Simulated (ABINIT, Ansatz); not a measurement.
# A GW chain in ABINIT: KBr (Fm-3m), part 2 of 3

How does a plane-wave GW calculation on KBr (Fm-3m) run from the first input to the gap?

ABINIT 10.8.3; LDA and many-body steps on it, plane waves. Known limits of the many-body steps: not at the basis limit; no spin-orbit coupling.

So far. Step 2 (Ground state): The gap is direct, at Γ.

### Step 3. Bands along the symmetry lines

Level of this step: DFT, LDA, plane waves, norm-conserving pseudopotentials (ABINIT).

The cheap functional maps the bands first; the places of the edges decide which points the dearer methods must see.

run.abi reads:

```
acell 3*1.0 Angstrom
rprim 
  0.000000000000 3.300000000000 3.300000000000
  3.300000000000 0.000000000000 3.300000000000
  3.300000000000 3.300000000000 0.000000000000
ntypat 2
znucl 19 35
natom 2
typat 1 2
xred 
  0.000000000000 0.000000000000 0.000000000000
  0.500000000000 0.500000000000 0.500000000000
pp_dirpath "pseudos"
pseudos "K.upf, Br.upf"
ecut 32
iscf -2
irdden 1
kptopt 0
nkpt 50
kpt 
  0.00000000 0.00000000 0.00000000
  0.06250000 0.00000000 0.06250000
  0.12500000 0.00000000 0.12500000
  0.18750000 0.00000000 0.18750000
  0.25000000 0.00000000 0.25000000
  0.31250000 0.00000000 0.31250000
  0.37500000 0.00000000 0.37500000
  0.43750000 0.00000000 0.43750000
  0.50000000 0.00000000 0.50000000
  0.51562500 0.03125000 0.51562500
  0.53125000 0.06250000 0.53125000
  0.54687500 0.09375000 0.54687500
  0.56250000 0.12500000 0.56250000
  0.57812500 0.15625000 0.57812500
  0.59375000 0.18750000 0.59375000
  0.60937500 0.21875000 0.60937500
  0.62500000 0.25000000 0.62500000
  0.37500000 0.37500000 0.75000000
  0.32812500 0.32812500 0.65625000
  0.28125000 0.28125000 0.56250000
  0.23437500 0.23437500 0.46875000
  0.18750000 0.18750000 0.37500000
  0.14062500 0.14062500 0.28125000
  0.09375000 0.09375000 0.18750000
  0.04687500 0.04687500 0.09375000
  0.00000000 0.00000000 0.00000000
  0.06250000 0.06250000 0.06250000
  0.12500000 0.12500000 0.12500000
  0.18750000 0.18750000 0.18750000
  0.25000000 0.25000000 0.25000000
  0.31250000 0.31250000 0.31250000
  0.37500000 0.37500000 0.37500000
  0.43750000 0.43750000 0.43750000
  0.50000000 0.50000000 0.50000000
  0.50000000 0.46875000 0.53125000
  0.50000000 0.43750000 0.56250000
  0.50000000 0.40625000 0.59375000
  0.50000000 0.37500000 0.62500000
  0.50000000 0.34375000 0.65625000
  0.50000000 0.31250000 0.68750000
  0.50000000 0.28125000 0.71875000
  0.50000000 0.25000000 0.75000000
  0.50000000 0.21875000 0.71875000
  0.50000000 0.18750000 0.68750000
  0.50000000 0.15625000 0.65625000
  0.50000000 0.12500000 0.62500000
  0.50000000 0.09375000 0.59375000
  0.50000000 0.06250000 0.56250000
  0.50000000 0.03125000 0.53125000
  0.50000000 0.00000000 0.50000000
istwfk *1
nband 15
nbdbuf 2
tolwfr 1e-08
nstep 40
prtwf 0
prtvol 0
indata_prefix "in"
outdata_prefix "out"
tmpdata_prefix "tmp"
```

The run is started by

```sh
> OMP_NUM_THREADS=1 mpirun -n 4 abinit run.abi > log
```

Numbers of over 12 decimals in the logs are rounded to 6 here.

What it wrote:

```text
.Version 10.8.3 of ABINIT. v10.8.2 released Aug 2026.

 Symmetries : space group Fm -3 m (#225); Bravais cF (face-center cubic)
[... echo of the input left out ...]
== DATASET  1 ==================================================================
-   mpi_nproc: 4, omp_nthreads: 1 (-1 if OMP is not activated)

--- !DatasetInfo
iteration_state: {dtset: 1, }
dimensions: {natom: 2, nkpt: 50, mband: 15, nsppol: 1, nspinor: 1, nspden: 1, mpw: 4279, }
cutoff_energies: {ecut:  32.0, pawecutdg:  -1.0, }
electrons: {nelect:   1.60000000E+01, charge:   0.00000000E+00, occopt:   1.00000000E+00, tsmear:   1.00000000E-02, }

 Real(R)+Recip(G) space primitive vectors, cartesian coordinates (Bohr,Bohr^-1):
 R(1)=  0.0000000  6.2360962  6.2360962  G(1)= -0.0801784  0.0801784  0.0801784
 R(2)=  6.2360962  0.0000000  6.2360962  G(2)=  0.0801784 -0.0801784  0.0801784
 R(3)=  6.2360962  6.2360962  0.0000000  G(3)=  0.0801784  0.0801784 -0.0801784
 Unit cell volume ucvol=  4.8502979E+02 bohr^3
 Angles (23,13,12)=  6.00000000E+01  6.00000000E+01  6.00000000E+01 degrees

 getcut: wavevector=  0.0000  0.0000  0.0000  ngfft=  48  48  48
         ecut(hartree)=     32.000   => boxcut(ratio)=   2.13734

--- Pseudopotential description ------------------------------------------------
- K Generated using ONCVPSP code by D. R. Hamann
- 19.00000   9.00000  180309                  znucl, zion, pspdat
12 -1012 2 -1 2170                            pspcod,pspxc,lmax,lloc,mmax
     nproj     2     2     2
  pspatm : epsatm=    8.21740868
         --- l  ekb(1:nproj) -->
             0   10.940065    0.829722
             1    4.437415    0.568178
             2   -3.386874   -1.066382
 pspatm: atomic psp has been read  and splines computed

- Br Generated using ONCVPSP code by D. R. Hamann
- 35.00000   7.00000  180309                  znucl, zion, pspdat
12 -1012 2 -1 1084                            pspcod,pspxc,lmax,lloc,mmax
     nproj     2     2     2
  pspatm : epsatm=   10.24179696
         --- l  ekb(1:nproj) -->
[...]
pspatm: atomic psp has been read  and splines computed

--------------------------------------------------------------------------------

================================================================================
 prteigrs : about to open file out_EIG
 Non-SCF case, kpt    1 (  0.00000  0.00000  0.00000), residuals and eigenvalues=
  4.25E-09  7.13E-09  1.96E-09  2.91E-09  6.84E-09  1.87E-09  3.50E-09  4.64E-09
  9.87E-09  5.93E-09  7.32E-09  9.70E-09  6.14E-09  6.00E-09  9.21E-09
 -1.0164E+00 -4.6192E-01 -4.1641E-01 -4.1641E-01 -4.1641E-01 -7.3952E-03
 -7.3952E-03 -7.3952E-03  1.4077E-01  2.6304E-01  2.6304E-01  2.6304E-01
[...]
Non-SCF case, kpt    2 (  0.06250  0.00000  0.06250), residuals and eigenvalues=
  2.21E-09  8.68E-09  4.24E-09  7.78E-09  4.55E-09  3.19E-09  4.36E-09  9.89E-09
[...]
2.35E-09  6.30E-09  3.84E-09  9.41E-09  3.83E-09  4.01E-09  3.67E-09  6.97E-09
  3.71E-09  8.46E-09  7.83E-09  7.94E-09  8.78E-09  9.69E-09  9.22E-06
[...]
Non-SCF case, kpt   49 (  0.50000  0.03125  0.53125), residuals and eigenvalues=
[...]
Non-SCF case, kpt   50 (  0.50000  0.00000  0.50000), residuals and eigenvalues=
[...]
-1.0161E+00 -4.5829E-01 -4.2006E-01 -4.1785E-01 -4.1785E-01 -3.8692E-02
 -1.8311E-02 -1.8311E-02  1.9724E-01  2.4475E-01  3.2841E-01  3.3050E-01
[...]
--- !ResultsGS
iteration_state: {dtset: 1, }
comment   : Summary of ground state results
lattice_vectors:
- [  0.0000000,   6.2360962,   6.2360962, ]
- [  6.2360962,   0.0000000,   6.2360962, ]
- [  6.2360962,   6.2360962,   0.0000000, ]
lattice_lengths: [   8.81917,    8.81917,    8.81917, ]
lattice_angles: [ 60.000,  60.000,  60.000, ] # degrees, (23, 13, 12)
lattice_volume:   4.8502979E+02
convergence: {deltae:  0.000E+00, res2:  0.000E+00, residm:  9.965E-09, diffor:  0.000E+00, }
etotal    :  -4.58317090E+01
entropy   :   0.00000000E+00
fermie    :  -7.39522276E-03
cartesian_stress_tensor: null
pressure_GPa: null
xred      :
- [  0.0000E+00,   0.0000E+00,   0.0000E+00,  K]
- [  5.0000E-01,   5.0000E-01,   5.0000E-01, Br]
cartesian_forces: null
force_length_stats: {min: null, max: null, mean: null, }

 Integrated electronic density in atomic spheres:
 ------------------------------------------------
 Atom  Sphere_radius  Integrated_density
[...]
================================================================================

 ----iterations are completed or convergence reached----

 Mean square residual over all n,k,spin=   61.414E-10; max=  99.652E-10
 reduced coordinates (array xred) for    2 atoms
       0.000000000000      0.000000000000      0.000000000000
       0.500000000000      0.500000000000      0.500000000000

 cartesian coordinates (angstrom) at end:
    1      0.000000     0.000000     0.000000
    2      3.300000     3.300000     3.300000
 length scales=  1.889726125908  1.889726125908  1.889726125908 bohr
              =  1.000000000000  1.000000000000  1.000000000000 angstroms
 prteigrs : about to open file out_EIG
 Eigenvalues (hartree) for nkpt=  50  k points:
 kpt#   1, nband= 15, wtk=  1.00000, kpt=  0.0000  0.0000  0.0000 (reduced coord)
[...]
kpt#   2, nband= 15, wtk=  1.00000, kpt=  0.0625  0.0000  0.0625 (reduced coord)
[...]
kpt#   3, nband= 15, wtk=  1.00000, kpt=  0.1250  0.0000  0.1250 (reduced coord)
[...]
kpt#  49, nband= 15, wtk=  1.00000, kpt=  0.5000  0.0313  0.5313 (reduced coord)
  -1.01615   -0.45842   -0.42004   -0.41787   -0.41767   -0.03855   -0.01871   -0.01858
   0.19826    0.24598    0.32641    0.33123    0.33916    0.38045    0.38135
 kpt#  50, nband= 15, wtk=  1.00000, kpt=  0.5000  0.0000  0.5000 (reduced coord)
  -1.01615   -0.45829   -0.42006   -0.41785   -0.41785   -0.03869   -0.01831   -0.01831
   0.19724    0.24475    0.32841    0.33050    0.33989    0.38042    0.38042

== END DATASET(S) ==============================================================
================================================================================

 -outvars: echo values of variables after computation  --------
            nband          15
             nkpt          50
          spgroup         225
 [... the other variables as echoed above ...]

 Calculation completed.
```

Wall time 18 s (4 MPI ranks of Arm Neoverse V2, shared host); peak memory 0.34 GiB; 73 s of CPU time.

This step gave:

```
gap                        : 4.032 eV
k of the valence top       : 0, 0, 0
k of the conduction bottom : 0, 0, 0
least direct gap           : 4.032 eV
```

The gap is 4.032 eV, as in the run before at this level.

Electronic bands along the path, in eV, zero at the top of the highest filled band; v1 is the highest filled band, c1 the lowest empty one:

```
    point      v4     v3     v2     v1    c1    c2    c3    c4
        Γ  -11.13   0.00   0.00   0.00  4.03  7.36  7.36  7.36
  halfway  -11.06  -0.75  -0.17  -0.17  5.54  6.25  8.66  8.81
        X  -11.17  -0.85  -0.30  -0.30  5.57  6.86  9.14  9.19
  halfway  -11.14  -0.82  -0.42  -0.31  5.78  7.13  8.78  9.30
        U  -11.07  -0.73  -0.68  -0.35  6.30  7.84  8.16  8.91
jump to K  -11.07  -0.73  -0.68  -0.35  6.30  7.84  8.16  8.91
  halfway  -11.00  -0.83  -0.26  -0.26  5.80  6.99  8.14  8.66
        Γ  -11.13   0.00   0.00   0.00  4.03  7.36  7.36  7.36
  halfway  -11.01  -0.72  -0.18  -0.18  5.32  7.21  8.07  8.07
        L  -10.91  -1.25  -0.35  -0.35  6.25  7.93  9.52  9.52
  halfway  -10.99  -1.02  -0.49  -0.38  6.69  7.51  8.59  9.06
        W  -11.05  -0.62  -0.62  -0.57  7.10  7.10  7.96  8.72
  halfway  -11.11  -0.79  -0.44  -0.40  6.00  7.33  8.42  9.16
        X  -11.17  -0.85  -0.30  -0.30  5.57  6.86  9.14  9.19
```

The electronic bands as a text plot (rows in eV, shown from -8.0 to 8.2 only):

```
    7.9 |+ +++           +++    +++++ ++   ++  +++++++  +++++
    7.2 |++++         +++   +++++++++++++++++++       ++++++ ++++
    6.5 |    +++  ++++    ++++++                 +++++++   ++
    5.9 |     ++++++++++++      +            ++++            ++++
    5.2 |    +                   ++        ++
    4.5 | +++                      +++   ++
    3.8 |+                            +++
    3.2 |
    2.5 |
    1.8 |
    1.1 |
    0.5 |
   -0.2 |************************************************* ******
   -0.9 |    **********************         ***** ***************
   -1.6 |                                        *
   -2.3 |
   -2.9 |
   -3.6 |
   -4.3 |
   -5.0 |
   -5.6 |
   -6.3 |
   -7.0 |
   -7.7 |
         Γ           X  U|K            Γ         L        W     X
```

### Step 4. Empty states on the mesh, 4×4×4 mesh, 230 bands

The sums over transitions need many empty states on a uniform mesh; this step solves for them.

run.abi reads:

```
acell 3*1.0 Angstrom
rprim 
  0.000000000000 3.300000000000 3.300000000000
  3.300000000000 0.000000000000 3.300000000000
  3.300000000000 3.300000000000 0.000000000000
ntypat 2
znucl 19 35
natom 2
typat 1 2
xred 
  0.000000000000 0.000000000000 0.000000000000
  0.500000000000 0.500000000000 0.500000000000
pp_dirpath "pseudos"
pseudos "K.upf, Br.upf"
ecut 32
ngkpt 4 4 4
nshiftk 1
shiftk 0 0 0
kptopt 1
chksymbreak 0
irdden 1
istwfk *1
nband 230
prtvol 0
optdriver 6
gwr_task "HDIAGO"
paral_kgb 0
occopt 1
indata_prefix "in"
outdata_prefix "out"
tmpdata_prefix "tmp"
```

What it wrote:

```text
[banner, memory and clock lines left out]
.Version 10.8.3 of ABINIT. v10.8.2 released Aug 2026.

 Symmetries : space group Fm -3 m (#225); Bravais cF (face-center cubic)
[... echo of the input left out ...]
== DATASET  1 ==================================================================
-   mpi_nproc: 4, omp_nthreads: 1 (-1 if OMP is not activated)

--- !DatasetInfo
iteration_state: {dtset: 1, }
dimensions: {natom: 2, nkpt: 8, mband: 230, nsppol: 1, nspinor: 1, nspden: 1, mpw: 4279, }
cutoff_energies: {ecut:  32.0, pawecutdg:  -1.0, }
electrons: {nelect:   1.60000000E+01, charge:   0.00000000E+00, occopt:   1.00000000E+00, tsmear:   1.00000000E-02, }

.Using double precision arithmetic; gwpc =  8

- Reading GS density from: in_DEN

--- Pseudopotential description ------------------------------------------------
- K Generated using ONCVPSP code by D. R. Hamann
- 19.00000   9.00000  180309                  znucl, zion, pspdat
12 -1012 2 -1 2170                            pspcod,pspxc,lmax,lloc,mmax
     nproj     2     2     2
  pspatm : epsatm=    8.21740868
         --- l  ekb(1:nproj) -->
             0   10.940065    0.829722
             1    4.437415    0.568178
             2   -3.386874   -1.066382
 pspatm: atomic psp has been read  and splines computed

- Br Generated using ONCVPSP code by D. R. Hamann
- 35.00000   7.00000  180309                  znucl, zion, pspdat
12 -1012 2 -1 1084                            pspcod,pspxc,lmax,lloc,mmax
     nproj     2     2     2
  pspatm : epsatm=   10.24179696
         --- l  ekb(1:nproj) -->
             0    8.567727    0.916355
             1    5.485988    0.898697
             2    2.423121    0.400160
 pspatm: atomic psp has been read  and splines computed

   2.95347290E+02                                ecore*ucvol(ha*bohr**3)

 Total charge density [el/Bohr^3]
)     Maximum=    5.5756E-01  at reduced coord.    0.0833    0.9167    0.9583
)     Minimum=    8.1437E-04  at reduced coord.    0.5000    0.5000    0.5000
   Integrated=    1.6000E+01

 === KS gaps after direct diagonalization ===
 Direct band gap semiconductor
 Fundamental gap:     4.032 (eV)
   VBM:    -0.201 (eV) at k: [ 0.0000E+00,  0.0000E+00,  0.0000E+00]
   CBM:     3.831 (eV) at k: [ 0.0000E+00,  0.0000E+00,  0.0000E+00]
 Direct gap:         4.032 (eV) at k: [ 0.0000E+00,  0.0000E+00,  0.0000E+00]

== END DATASET(S) ==============================================================

 -outvars: echo values of variables after computation  --------
           etotal      0.0000000000E+00
            nband         230
             nkpt           8
          spgroup         225
 [... the other variables as echoed above ...]

 Calculation completed.
```

It took 1.8 min on 4 MPI ranks; peak memory 4.1 GiB.

Numbers from this step:

```
gap                                                           : 4.032 eV
k of the valence top                                          : 0, 0, 0
k of the conduction bottom                                    : 0, 0, 0
least direct gap                                              : 4.032 eV
k points computed                                             : 8
lowest point of the top converged band, above the valence top : 112.5320 eV
```

On this mesh the gap is 4.032 eV.

### Step 5. Screening, 4×4×4 mesh, 222 bands, screening to 217.7 eV

The RPA dielectric matrix is built and inverted for each q.

This step: RPA screening on LDA, plane waves, norm-conserving pseudopotentials.

Edit run.abi of step 4 so:

```diff
@@ -20,10 +20,11 @@
 chksymbreak 0
-irdden 1
 istwfk *1
-nband 230
-prtvol 0
-optdriver 6
-gwr_task "HDIAGO"
-paral_kgb 0
 occopt 1
+irdwfk 1
+optdriver 3
+nband 222
+ecuteps 8
+inclvkb 2
+awtr 1
+symchi 1
 indata_prefix "in"
```

What it wrote:

```text
.Version 10.8.3 of ABINIT. v10.8.2 released Aug 2026.

 Symmetries : space group Fm -3 m (#225); Bravais cF (face-center cubic)
[... echo of the input left out ...]
== DATASET  1 ==================================================================
-   mpi_nproc: 4, omp_nthreads: 1 (-1 if OMP is not activated)

--- !DatasetInfo
iteration_state: {dtset: 1, }
dimensions: {natom: 2, nkpt: 8, mband: 222, nsppol: 1, nspinor: 1, nspden: 1, mpw: 4279, }
cutoff_energies: {ecut:  32.0, pawecutdg:  -1.0, }
electrons: {nelect:   1.60000000E+01, charge:   0.00000000E+00, occopt:   1.00000000E+00, tsmear:   1.00000000E-02, }

 SCREENING: Calculation of the susceptibility and dielectric matrices

 Based on a program developped by R.W. Godby, V. Olevano, G. Onida, and L. Reining.
 Incorporated in ABINIT by V. Olevano, G.-M. Rignanese, and M. Torrent.
.Using double precision arithmetic ; gwpc =  8

[... cell and pseudopotentials left out ...]
--------------------------------------------------------------------------------

 ==== K-mesh for the wavefunctions ====
 Number of points in the irreducible wedge :     8
[... list of points left out ...]
 Together with 48 symmetry operations and time-reversal symmetry
 yields    64 points in the full Brillouin Zone.

 ==== Q-mesh for the screening function ====
 Number of points in the irreducible wedge :     8
[... list of points left out ...]
 Together with 48 symmetry operations and time-reversal symmetry
 yields    64 points in the full Brillouin Zone.

 setmesh: FFT mesh size selected  =    36x   36x   36
          total number of points  =        46656

 vcoul_init : cutoff-mode = AUXILIARY_FUNCTION
 q-points for optical limit:   1
     1)      0.000010    0.000020    0.000030

- screening: taking advantage of time-reversal symmetry
- Maximum band index for partially occupied states nbvw = 8
- Remaining bands to be divided among processors   nbcw = 214
- Number of bands treated by each node ~53

 Number of electrons calculated from density =   16.0000; Expected =   16.0000
 average of density, n =  0.032988
 r_s =    1.9343
 omega_plasma =   17.5199 [eV]

 calculating chi0 at frequencies [eV] :
  1    0.000000E+00    0.000000E+00
  2    0.000000E+00    1.751989E+01

--------------------------------------------------------------------------------
  q-point number  1        q = ( 0.000000, 0.000000, 0.000000) [r.l.u.]
--------------------------------------------------------------------------------
[... chi0 elements left out ...]
 For q-point:  0.000010 0.000020 0.000030
  dielectric constant =   2.5000
  dielectric constant without local fields =   2.9952

  Average fulfillment of the sum rule on Im[epsilon] for q-point    1 :     84.94  [%]
[... wings left out ...]
  q-point number  2        q = ( 0.250000, 0.000000, 0.000000) [r.l.u.]
--------------------------------------------------------------------------------
[... chi0 elements left out ...]
  Average fulfillment of the sum rule on Im[epsilon] for q-point    2 :     89.02  [%]

 [... 6 further q-points ...]
```

The job ended after 1.8 min (4 MPI ranks; peak memory 2 GiB; 7.3 min of CPU time).

This step gave:

```
ε∞ with local fields, on this mesh, along the program's q direction : 2.5
the same without local fields                                       : 2.995
plasma frequency                                                    : 17.52 eV
plane waves in the screening matrix                                 : 531
```

Local fields lower ε∞ by 17 %.

[end of part 2 of 3]

[Paths, hosts, dates, memory and timing lines, banners, echoed tables and standing remarks are left out of the program output.]

[Logs are printed without paths, hosts, clocks, repeated set-up lines and the standing remarks that a program may print on its own settings, such as how far it seeks lower states.]

[Runs of the session that timed out or met a known fault of the program may be left out.]

[Hosts, paths, dates, database ids (printed as entryN), source tags and the programs' standing remarks are cut or masked in the printed files.]

[G0W0 gaps are taken among the corrected bands and points alone; a level outside them can change the order at an edge.]

[Where Ansatz stands beside ABINIT at settings called matched, ABINIT's density can come from a denser mesh and the files from another edition; pairs whose starting gaps differed by over 0.03 eV were left out, so agreement reads better than it is.]
